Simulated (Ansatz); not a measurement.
Planning a run of Ansatz 0.2.0 on ZnPS3 (C2/m). The input:

```yaml
crystal:
  lattice:
    - [2.9241439516, -5.0686337764, 0.0002131003]
    - [2.9241439516, 5.0686337764, 0.0002131003]
    - [-1.9314010456, 0.0, 6.30138264]
  atoms:
    - { symbol: Zn, position: [0.6674819479, 0.3325180521, 0.0] }
    - { symbol: Zn, position: [0.3325180521, 0.6674819479, 0.0] }
    - { symbol: P, position: [0.9420357264, 0.9420357264, 0.8265338672] }
    - { symbol: P, position: [0.0579642736, 0.0579642736, 0.1734661328] }
    - { symbol: S, position: [0.5801548021, 0.9164201668, 0.7487598531] }
    - { symbol: S, position: [0.0835798332, 0.4198451979, 0.2512401469] }
    - { symbol: S, position: [0.7465943414, 0.7465943414, 0.2505942246] }
    - { symbol: S, position: [0.2534056586, 0.2534056586, 0.7494057754] }
    - { symbol: S, position: [0.4198451979, 0.0835798332, 0.2512401469] }
    - { symbol: S, position: [0.9164201668, 0.5801548021, 0.7487598531] }
kpoints:
  mp_grid: { grid: [6, 6, 4] }
hamiltonian:
  xc: lda
scf:
  occupations: { method: fixed }
  n_extra_bands: 128
output:
  optics: { e_range: [0, 25], de: 0.1, sigma: 0.2 }
```

```sh
ansatz run input.yaml --threads 8 --pin off --max-ram 55296MiB --backend cuda --events-out ev --progress --plain --runs-dir out --devices 1 --max-vram 24GiB
```

How long will it take on 1 × NVIDIA H100 80GB HBM3 with 8 threads of AMD EPYC 7R13 (Zen 3), shared host, and how much memory?

It took 23 s; on shared hardware allow 12 s to 47 s. Peak host memory was 4.0 GiB.

[Paths, hosts, dates, memory and timing lines, banners, echoed tables and standing remarks are left out of the program output.]

[Logs are printed without paths, hosts, clocks, repeated set-up lines and the standing remarks that a program may print on its own settings, such as how far it seeks lower states.]

[Runs of the session that timed out or met a known fault of the program may be left out.]

[Cells called generated may have been cut or substituted from an entry of the Crystallography Open Database or the Materials Project.]

[Hosts, paths, dates, database ids (printed as entryN), source tags and the programs' standing remarks are cut or masked in the printed files.]
